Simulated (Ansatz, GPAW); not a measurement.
**2H-CrOSe bilayer, AA: converging a work function**

Wanted: a convergence study on the slab 2H-CrOSe bilayer, AA.

Method: Ansatz plane waves; layer without images along its normal, relaxation of atoms and in-plane cell, with D3(BJ) dispersion, in the first sound run; inputs show where later runs differ, in GPAW 26.7.0 and Ansatz 0.2.0.

## Step 1: Set-up

The cell holds 6 atoms: 2 Se, 2 Cr and 2 O. Its edges and angles: a = 2.927 Å, b = 2.927 Å, c = 22.475 Å, α = 90.0°, β = 90.0°, γ = 120.0°. Regions: layer 1: 2H-CrOSe, 3 atoms (1 Se, 1 Cr and 1 O); layer 2: 2H-CrOSe, 3 atoms (1 Se, 1 Cr and 1 O). Vacuum lies along c.

## Step 2: Relaxation

The atoms are relaxed first, since the surface dipole, and with it the work function, follows the positions of the outer layers.

File input.yaml:

```yaml
crystal:
  lattice:
    - [2.926782, 0.0, 0.0]
    - [-1.463391, 2.5346675633, 0.0]
    - [0.0, 0.0, 22.4749512757]
  atoms:
    - { symbol: Se, position: [0.3333333333, 0.6666666667, 0.3114578499] }
    - { symbol: Cr, position: [0.0, 0.0, 0.3916765575] }
    - { symbol: O, position: [0.3333333333, 0.6666666667, 0.4332590321] }
    - { symbol: Se, position: [0.3333333333, 0.6666666667, 0.5667409679] }
    - { symbol: Cr, position: [0.0, 0.0, 0.6469596755] }
    - { symbol: O, position: [0.3333333333, 0.6666666667, 0.6885421501] }
  periodic: [true, true, false]
kpoints:
  mp_grid: { grid: [12, 12, 1] }
hamiltonian:
  xc: pbe
  dispersion: d3bj
scf:
  occupations: { method: fermi_dirac, width: 0.05 }
relax:
  f_tol: 0.01
  max_steps: 90
  cell: {}
```

Run with:

```console
$ ansatz run input.yaml --threads 4 --pin off --max-ram 8192MiB --backend cpu --events-out ev --progress --plain --runs-dir out
```

Numbers of over 12 decimals in the logs are rounded to 6 here.

Log:

```text
Warning: crystal.periodic: the lattice vector that does not repeat stood 0.000° off the slab's normal, 22.475 Å along it as the deck builds it. The run solves the slab on a vector along the normal, 40.750 Å long, with every atom where it was (on the deck's vector they left 14.00 Å outside them, and the widest stretch free of ions among them is 3.00 Å). A fractional position that the run reports is one of the run's ce [...]
crystal.periodic: the lattice vector that does not repeat stood 0.000° off the slab's normal, 22.475 Å along it as the deck builds it. The run solves the slab on a vector along the normal, 40.750 Å long, with every atom where it was (on the deck's vector they left 14.00 Å outside them, and the widest stretch free of ions among them is 3.00 Å). A fractional position that the run reports is one of the run's cell, which [...]
Engine: ansatz 0.2.0, x86_64-unknown-linux-gnu
Pseudopotentials: kind: paw
Pseudopotential: Se, paw, valence charge 16, recommended cutoff 420 eV (normal), Se.paw.azcp
Pseudopotential: Cr, paw, valence charge 14, recommended cutoff 420 eV (normal), Cr.paw.azcp
Pseudopotential: O, paw, valence charge 6, recommended cutoff 420 eV (normal), O.paw.azcp
Functional definition: PBE
  parameter kappa = 0.804
  parameter beta = 0.066725
  exchange = pbe_x(kappa = kappa, mu = beta*pi^2/3)
  correlation = pbe_c(beta = beta)
Crystal: 6 atoms, lattice volume = 302.300 Å³
Basis set: ecut = 420 eV, 5873 PW (Γ), exchange–correlation on 40×40×576 points (8 copies of the dense FFT grid, shifted against one another)
Bands: 44, of which v1, the nominal top of the filled ones, is band 36 counted from 1 (35 counted from 0)
Symmetry: 6 space group operations
Space group: P3m1 (ITA 156), of the structure as read, at distance tolerance 6.7e-5 Å
k-points: 19 of 144 (time reversal used)
Non-local potential: Se, projectors of the file, l = 0: 2, l = 1: 2, l = 2: 3, l = 3: 1
Non-local potential: Cr, projectors of the file, l = 0: 3, l = 1: 2, l = 2: 3, l = 3: 1
Non-local potential: O, projectors of the file, l = 0: 2, l = 1: 2, l = 2: 1
PAW form: soft (Blöchl's): semilocal exchange-correlation on the pseudo side does not see the compensation charge
PAW one-centre angular grid: Se, 590 points (default); XC on 64 Gauss nodes
PAW one-centre angular grid: Cr, 590 points (default); XC on 64 Gauss nodes
PAW one-centre angular grid: O, 110 points (default); XC on 64 Gauss nodes
Initial density: superposition of atomic densities (neutral atoms: chi_scale 0, normalization atom), corrected by the library's trained network
Initial wavefunctions: pseudopotential atomic-orbital guess
Functional: x = pbe(κ = 0.804, μ = 0.219515), c = pbe(β = 0.066725)
SCF iter   1: F=—  HF=-18830.475799 eV  |F-HF|=—  |Δ(HF+E_count)|=         —  Δρ=1.22e-2  dr2=2.96e0  ethr=1.77e-3  ⟨swp⟩=14.1  Hψ=5146  notcnv=0
preconditioner: auto → LDOS  [metal: Δε(μ)=0.106 eV  Ē_g=8.142 eV  σ=0.050 eV  W_gap=0.49  n_scr=26 (ndim 8)  ℏωp=12.8 eV  f_vac=0.714  D(μ)=3.46/eV (n_scr^D=18)  β→1.0]
SCF iter   2: F=—  HF=-18830.799781 eV  |F-HF|=—  |Δ(HF+E_count)|=   3.24e-1  Δρ=3.65e-2  dr2=2.12e1  ethr=1.77e-3  ⟨swp⟩=3.2  Hψ=1472  notcnv=0  defer=14  recentre
SCF iter   3: F=—  HF=-18830.427249 eV  |F-HF|=—  |Δ(HF+E_count)|=   3.73e-1  Δρ=7.66e-3  dr2=1.02e0  ethr=1.77e-3  ⟨swp⟩=3.2  Hψ=1333  notcnv=0  defer=16
SCF iter   4: F=—  HF=-18830.420456 eV  |F-HF|=—  |Δ(HF+E_count)|=   6.79e-3  Δρ=2.32e-3  dr2=1.08e-1  ethr=1.42e-3  ⟨swp⟩=1.7  Hψ=1136  notcnv=0  defer=4
SCF iter   5: F=—  HF=-18830.417011 eV  |F-HF|=—  |Δ(HF+E_count)|=   3.45e-3  Δρ=1.13e-3  dr2=2.49e-2  ethr=1.49e-4  ⟨swp⟩=2.6  Hψ=1251  notcnv=0  defer=14
SCF iter   6: F=—  HF=-18830.417131 eV  |F-HF|=—  |Δ(HF+E_count)|=   1.21e-4  Δρ=3.68e-4  dr2=2.64e-3  ethr=3.45e-5  ⟨swp⟩=1.6  Hψ=879  notcnv=0  defer=14
SCF iter   7: F=—  HF=-18830.417151 eV  |F-HF|=—  |Δ(HF+E_count)|=   2.02e-5  Δρ=1.21e-4  dr2=1.87e-4  ethr=3.67e-6  ⟨swp⟩=1.8  Hψ=1017  notcnv=0  defer=14
SCF iter   8: F=—  HF=-18830.417159 eV  |F-HF|=—  |Δ(HF+E_count)|=   7.14e-6  Δρ=4.81e-5  dr2=1.05e-5  ethr=2.60e-7  ⟨swp⟩=2.6  Hψ=1228  notcnv=0  defer=14
SCF iter   9: F=—  HF=-18830.417317 eV  |F-HF|=—  |Δ(HF+E_count)|=   1.58e-4  Δρ=1.16e-5  dr2=3.73e-6  ethr=1.46e-8  ⟨swp⟩=3.1  Hψ=1571  notcnv=0  defer=14
SCF iter  10: F=—  HF=-18830.417317 eV  |F-HF|=—  |Δ(HF+E_count)|=   6.23e-8  Δρ=4.41e-6  dr2=1.45e-7  ethr=5.18e-9  ⟨swp⟩=1.8  Hψ=1000  notcnv=0  defer=14
SCF iter  11: F=-18830.417317 eV  HF=-18830.417317 eV  |F-HF|=1.27e-8  |Δ(HF+E_count)|=   7.42e-8  Δρ=1.80e-6  dr2=3.05e-8  ethr=1.39e-10  ⟨swp⟩=6.7  Hψ=3450  notcnv=0
SCF 1 converged in 11 iterations: F = -18830.417317 eV  dr2 = 3.05e-8
  greatest PAW one-centre occupation: 1.000 electrons in one spin orbital (limit 2), on the Cr atom at site 4 (counted from 0), in its partial waves of l = 0
relax step   1: F+E_penalty+E_count = -18830.41731678 eV  Δ(F+E_penalty+E_count) = +0.000e0 eV  max|allowed force component| = 1.107e0 eV/Å  Δτ_max = 0.0000 Å  P = -2.779 N/m  Ω = 302.300 Å³  fix = [c, alpha, beta]  reactions: c -0.000 N/m  (11 SCF iters, dr2 threshold 1.00e-7 eV, accepted)
Crystal: 6 atoms, lattice volume = 297.818 Å³
Basis set: ecut = 420 eV, 5789 PW (Γ), exchange–correlation on 40×40×576 points (8 copies of the dense FFT grid, shifted against one another)
Initial density: handed on by an earlier stage of this run
Initial wavefunctions: those handed on with the density
iter 1 solved again at ethr=1.05e-3 eV; its pass at ethr=3.10e-3 eV (dr2=7.54e-1 eV) is discarded
SCF iter   1: F=—  HF=-18830.601793 eV  |F-HF|=—  |Δ(HF+E_count)|=         —  Δρ=1.58e-2  dr2=7.57e-1  ethr=1.05e-3  ⟨swp⟩=1.9  Hψ=5372  notcnv=0
preconditioner: auto → LDOS  [metal: Δε(μ)=0.038 eV  Ē_g=8.295 eV  σ=0.050 eV  W_gap=0.19  n_scr=26 (ndim 8)  ℏωp=12.9 eV  f_vac=0.712  D(μ)=3.00/eV (n_scr^D=16)  β→1.0]
SCF iter   2: F=—  HF=-18830.591521 eV  |F-HF|=—  |Δ(HF+E_count)|=   1.03e-2  Δρ=1.58e-2  dr2=8.83e-1  ethr=1.05e-3  ⟨swp⟩=2.9  Hψ=1946  notcnv=0
SCF iter   3: F=—  HF=-18830.491829 eV  |F-HF|=—  |Δ(HF+E_count)|=   9.97e-2  Δρ=4.47e-3  dr2=7.92e-2  ethr=1.05e-3  ⟨swp⟩=3.1  Hψ=1631  notcnv=0  defer=14
SCF iter   4: F=—  HF=-18830.482158 eV  |F-HF|=—  |Δ(HF+E_count)|=   9.67e-3  Δρ=5.96e-4  dr2=2.52e-3  ethr=1.10e-4  ⟨swp⟩=3.2  Hψ=1640  notcnv=0  defer=14
SCF iter   5: F=—  HF=-18830.482161 eV  |F-HF|=—  |Δ(HF+E_count)|=   3.01e-6  Δρ=2.39e-4  dr2=5.85e-4  ethr=3.49e-6  ⟨swp⟩=3.5  Hψ=1595  notcnv=0  defer=14
[...]
SCF iter   8: F=-18830.509410 eV  HF=-18830.509409 eV  |F-HF|=9.96e-7  |Δ(HF+E_count)|=   4.14e-6  Δρ=8.90e-6  dr2=5.06e-7  ethr=8.33e-10  ⟨swp⟩=6.2  Hψ=4504  notcnv=0
SCF 3 converged in 8 iterations: F = -18830.509410 eV  dr2 = 5.06e-7
relax step   3: F+E_penalty+E_count = -18830.50941007 eV  Δ(F+E_penalty+E_count) = -2.703e-2 eV  max|allowed force component| = 2.957e-1 eV/Å  Δτ_max = 0.0878 Å  P = +1.892 N/m  Ω = 295.340 Å³  energy of the carried Pulay correction = +3.955e-3 eV  fix = [c, alpha, beta]  reactions: c +0.000 N/m  (8 SCF iters, dr2 threshold 6.00e-7 eV, accepted)
[...]
relax step   4: F+E_penalty+E_count = -18830.50296973 eV  Δ(F+E_penalty+E_count) = +6.440e-3 eV  max|allowed force component| = 5.133e-1 eV/Å  Δτ_max = 0.0375 Å  P = -0.943 N/m  Ω = 296.630 Å³  energy of the carried Pulay correction = +3.215e-3 eV  fix = [c, alpha, beta]  (9 SCF iters, dr2 threshold 6.00e-7 eV, rejected (line search))
[...]
relax step   5: F+E_penalty+E_count = -18830.51482985 eV  Δ(F+E_penalty+E_count) = -5.420e-3 eV  max|allowed force component| = 3.421e-2 eV/Å  Δτ_max = 0.0180 Å  P = +0.116 N/m  Ω = 296.917 Å³  energy of the carried Pulay correction = +3.051e-3 eV  fix = [c, alpha, beta]  reactions: c +0.000 N/m  (13 SCF iters, accepted)
[...]
relax step   6: F+E_penalty+E_count = -18830.51511749 eV  Δ(F+E_penalty+E_count) = -2.876e-4 eV  max|allowed force component| = 1.060e-2 eV/Å  Δτ_max = 0.0242 Å  P = +0.059 N/m  Ω = 297.008 Å³  energy of the carried Pulay correction = +2.999e-3 eV  fix = [c, alpha, beta]  reactions: c +0.000 N/m  (10 SCF iters, dr2 threshold 7.31e-8 eV, accepted)
[...]
relax step   7: F+E_penalty+E_count = -18830.51511893 eV  Δ(F+E_penalty+E_count) = -1.435e-6 eV  max|allowed force component| = 4.155e-3 eV/Å  Δτ_max = 0.0054 Å  P = +0.000 N/m  Ω = 297.085 Å³  energy of the carried Pulay correction = +2.955e-3 eV  fix = [c, alpha, beta]  reactions: c +0.000 N/m  (9 SCF iters, dr2 threshold 7.03e-9 eV, accepted)
[...]
relax step   8: F+E_penalty+E_count = -18830.51245988 eV  Δ(F+E_penalty+E_count) = +2.659e-3 eV  max|allowed force component| = 4.047e-3 eV/Å  Δτ_max = 0.0000 Å  P = -0.072 N/m  Ω = 297.085 Å³  fix = [c, alpha, beta]  reactions: c -0.000 N/m  stress off target by 7.20e-2 N/m on what of the cell is left free  SCF on the basis re-selected at this cell (its energy is not comparable with the rows above)  (9 SCF iters)
[...]
relax step   9: F+E_penalty+E_count = -18830.51253364 eV  Δ(F+E_penalty+E_count) = -7.376e-5 eV  max|allowed force component| = 9.701e-4 eV/Å  Δτ_max = 0.0011 Å  P = +0.001 N/m  Ω = 296.970 Å³  energy of the carried Pulay correction = +6.656e-5 eV  fix = [c, alpha, beta]  reactions: c +0.000 N/m  (7 SCF iters, dr2 threshold 3.80e-9 eV, accepted)
iter 1 solved again at ethr=1.28e-7 eV; its pass at ethr=3.10e-3 eV (dr2=9.24e-5 eV) is discarded
SCF iter   1: F=—  HF=-18830.512290 eV  |F-HF|=—  |Δ(HF+E_count)|=         —  Δρ=1.92e-6  dr2=7.28e-9  ethr=1.28e-7  ⟨swp⟩=6.4  Hψ=8875  notcnv=0
eigensolver tolerance schedule: the retry pair's looser diagonalisation over-reported the residual by 12695.08 of it (diagonalisation noise at 1.11 of the residual, at the tolerance the schedule requests for it); recorded, not acted on — ethr = c·dr2/N_el stays at c = 1.0e-1
preconditioner: auto → LDOS  [metal: Δε(μ)=0.054 eV  Ē_g=8.172 eV  σ=0.050 eV  W_gap=0.25  n_scr=26 (ndim 8)  ℏωp=12.9 eV  f_vac=0.713  D(μ)=2.23/eV (n_scr^D=14)  β→1.0]
SCF iter   2: F=—  HF=-18830.512483 eV  |F-HF|=—  |Δ(HF+E_count)|=   1.93e-4  Δρ=2.19e-6  dr2=2.95e-8  ethr=1.01e-11  ⟨swp⟩=6.2  Hψ=3249  notcnv=0
SCF iter   3: F=—  HF=-18830.512483 eV  |F-HF|=—  |Δ(HF+E_count)|=   4.74e-9  Δρ=9.71e-7  dr2=3.55e-9  ethr=1.01e-11  ⟨swp⟩=3.6  Hψ=2020  notcnv=0
SCF iter   4: F=—  HF=-18830.512483 eV  |F-HF|=—  |Δ(HF+E_count)|=   1.95e-9  Δρ=6.03e-7  dr2=1.57e-9  ethr=4.94e-12  ⟨swp⟩=1.9  Hψ=1052  notcnv=0
SCF iter   5: F=—  HF=-18830.512483 eV  |F-HF|=—  |Δ(HF+E_count)|=  3.64e-10  Δρ=4.82e-7  dr2=1.15e-9  ethr=2.18e-12  ⟨swp⟩=2.8  Hψ=1240  notcnv=0
SCF iter   6: F=—  HF=-18830.512483 eV  |F-HF|=—  |Δ(HF+E_count)|=  2.55e-10  Δρ=1.79e-7  dr2=2.00e-10  ethr=1.60e-12  ⟨swp⟩=2.8  Hψ=1259  notcnv=0
SCF iter   7: F=—  HF=-18830.512483 eV  |F-HF|=—  |Δ(HF+E_count)|=  1.02e-10  Δρ=7.41e-8  dr2=4.31e-11  ethr=1.00e-12  ⟨swp⟩=2.0  Hψ=1078  notcnv=0
SCF iter   8: F=-18830.512483 eV  HF=-18830.512483 eV  |F-HF|=1.71e-10  |Δ(HF+E_count)|=  4.33e-10  Δρ=2.56e-8  dr2=2.97e-12  ethr=1.00e-12  ⟨swp⟩=8.3  Hψ=5170  notcnv=0
SCF 10 converged in 8 iterations: F = -18830.512483 eV  dr2 = 2.97e-12
relax step  10: F+E_penalty+E_count = -18830.51248310 eV  Δ(F+E_penalty+E_count) = +5.054e-5 eV  max|allowed force component| = 9.651e-4 eV/Å  Δτ_max = 0.0000 Å  P = +0.000 N/m  Ω = 296.970 Å³  fix = [c, alpha, beta]  reactions: c +0.000 N/m  stress off target by 2.81e-4 N/m on what of the cell is left free  SCF on the basis re-selected at this cell (its energy is not comparable with the rows above)  (8 SCF iters)
basis re-selected at this cell: Δ(F+E_penalty+E_count) = +5.054e-5 eV, ΔP = -0.001 N/m vs the last step (what re-selecting the basis moved, of the pressure what is left beyond the Pulay correction that the steps carried, after the strain that the cell walked since its last selection, with what the two solves' SCF thresholds leave and, on support functions, any second-order correction that the steps lacked; it is no m [...]
SCF converged after 8 iterations
Free energy (F): -18830.512483 eV
Harris-Foulkes:  -18830.512483 eV  (|F-HF|=1.71e-10)
Internal energy: -18830.493087 eV  (E = F + TS)
E sigma→0 (E₀):  -18830.502785 eV
Entropy (-TS):   -0.019396 eV (-3.233 meV/atom)
Fermi energy:    -5.183416 eV
--- Per-component energies (eV) ---
  E_band       = -2411.144472
  E_kinetic    = 1273.839226
  E_local      = -432761.512917  (includes V_loc(G=0)·N_el)
  E_nonlocal   = -939.029576
  E_hartree    = 215433.033843
  E_xc         = -636.817373
  E_vxc        = -743.035533  (∫ρ·V_xc dr)
  E_paw        = -6525.607863  (= ΣΔE_a)
  E_vpaw       = -107.477952  (= ΣTr[D̂ρ^β])
  E_aug_tail   = 0.004557  (compensation charges beyond the density's cutoff)
  E_ewald      = 205327.105340
  E_disp       = -1.508324  (pairwise vdW)
  E_smearing   = -0.019396  (= −TS)
  E_closure    = -0.000000  (closes the sum)
  Σ components = -18830.512483   (vs F -18830.512483, Δ=0.00e0)
--- Forces (eV/Å), atoms counted from 1 ---
  atom   1  Se    -0.00000000     0.00000000    -0.00071930
  atom   2  Cr     0.00000000    -0.00000000     0.00096517
  atom   3  O      0.00000000     0.00000000    -0.00010098
  atom   4  Se     0.00000000     0.00000000    -0.00042365
  atom   5  Cr    -0.00000000    -0.00000000     0.00079819
  atom   6  O      0.00000000     0.00000000    -0.00051892
  max |Σ_I F_I| component: 5.13e-7 eV/Å
--- 2D stress c σ (N/m, compression-positive) ---
        0.000281      -0.000000       0.000000
        0.000000       0.000281       0.000000
        0.000000       0.000000       0.000000
  P = ½ c Tr σ = 0.0003 N/m
--- Relaxed structure (8 steps of the walk, 7 accepted, 2 SCFs on fresh bases) ---
  F+E_penalty+E_count = -18830.51248310 eV   max|allowed force component| = 9.651e-4 eV/Å   (the final SCF, on the basis selected at the relaxed cell)
  cell:  # Å, volume = 296.9696 Å³
    - [2.900864, 0, 0]
    - [-1.450432, 2.512222, 0]
    - [0, 0, 40.749903]
  atoms:
    - { symbol: Se, position: [0.333333, 0.666667, 0.171392] }
    - { symbol: Cr, position: [2.3352689876797198e-17, 4.934324553817783e-17, 0.213463] }
    - { symbol: O, position: [0.333333, 0.666667, 0.238484] }
    - { symbol: Se, position: [0.333333, 0.666667, 0.314386] }
    - { symbol: Cr, position: [2.472288339180282e-17, 4.9343245538177777e-17, 0.356920] }
    - { symbol: O, position: [0.333333, 0.666667, 0.381266] }
```

The job ended after 38 s (4 threads of Intel Xeon 6975P-C (Granite Rapids), shared host; peak memory 0.75 GiB; 2.3 min of CPU time).

This run has no spin polarisation, although Cr can carry a moment.

Relaxation path:

| step | energy less that of the first step (eV) | largest force component (eV/Å) | volume (Å³) |
| --- | --- | --- | --- |
| 1 | 0.0000 | 1.1067 | 302.30 |
| 2 | -0.0651 | 0.6218 | 297.82 |
| 3 | -0.0921 | 0.2957 | 295.34 |
| 4 | -0.0857 | 0.5133 | 296.63 |
| 5 | -0.0975 | 0.0342 | 296.92 |
| 6 | -0.0978 | 0.0106 | 297.01 |
| 7 | -0.0978 | 0.0042 | 297.09 |
| 8* | -0.0951 | 0.0040 | 297.09 |
| 9 | -0.0952 | 0.0010 | 296.97 |
| 10* | -0.0952 | 0.0010 | 296.97 |

Relaxation steps marked * repeat the geometry before them on a plane-wave basis chosen anew for their cell, so energy and pressure can jump there. Relaxation step 4 was tried and not accepted.

The run keeps the 6 symmetry operations that it works with, so distortions that break them were not tested.

| cell as run | before | after | change |
| --- | --- | --- | --- |
| a (Å) | 2.927 | 2.901 | -0.9 % |
| b (Å) | 2.927 | 2.901 | -0.9 % |

The atoms that moved most (Å, along periodic axes as changes of fractional coordinates times the final cell, across vacuum about the mean position):

| atom | dx | dy | dz | length |
| --- | --- | --- | --- | --- |
| Cr2 | 0.000 | 0.000 | -0.104 | 0.104 |
| Se4 | 0.000 | 0.000 | 0.074 | 0.074 |
| O6 | 0.000 | 0.000 | 0.062 | 0.062 |
| O3 | 0.000 | 0.000 | -0.019 | 0.019 |
| Se1 | 0.000 | 0.000 | -0.016 | 0.016 |

Final coordinates:

```xyz
6
Lattice="2.9009 0.0000 0.0000 -1.4504 2.5122 0.0000 0.0000 0.0000 40.7499" Properties=species:S:1:pos:R:3
Se    0.0000    1.6748    6.9842
Cr    0.0000    0.0000    8.6986
O     0.0000    1.6748    9.7182
Se    0.0000    1.6748   12.8112
Cr    0.0000    0.0000   14.5444
O     0.0000    1.6748   15.5366
```

Numbers from this step:

- free energy: -18830.5125 eV
- smearing term TS: 0.01940 eV
- symmetry operations: 6

The relaxation lowered the energy of the cell by 0.0952 eV.

(Continued in part 2 of 3.)

[Logs are printed without paths, hosts, clocks, repeated set-up lines and the standing remarks that a program may print on its own settings, such as how far it seeks lower states.]

[Hosts, paths, dates, database ids (printed as entryN), source tags and the programs' standing remarks are cut or masked in the printed files.]
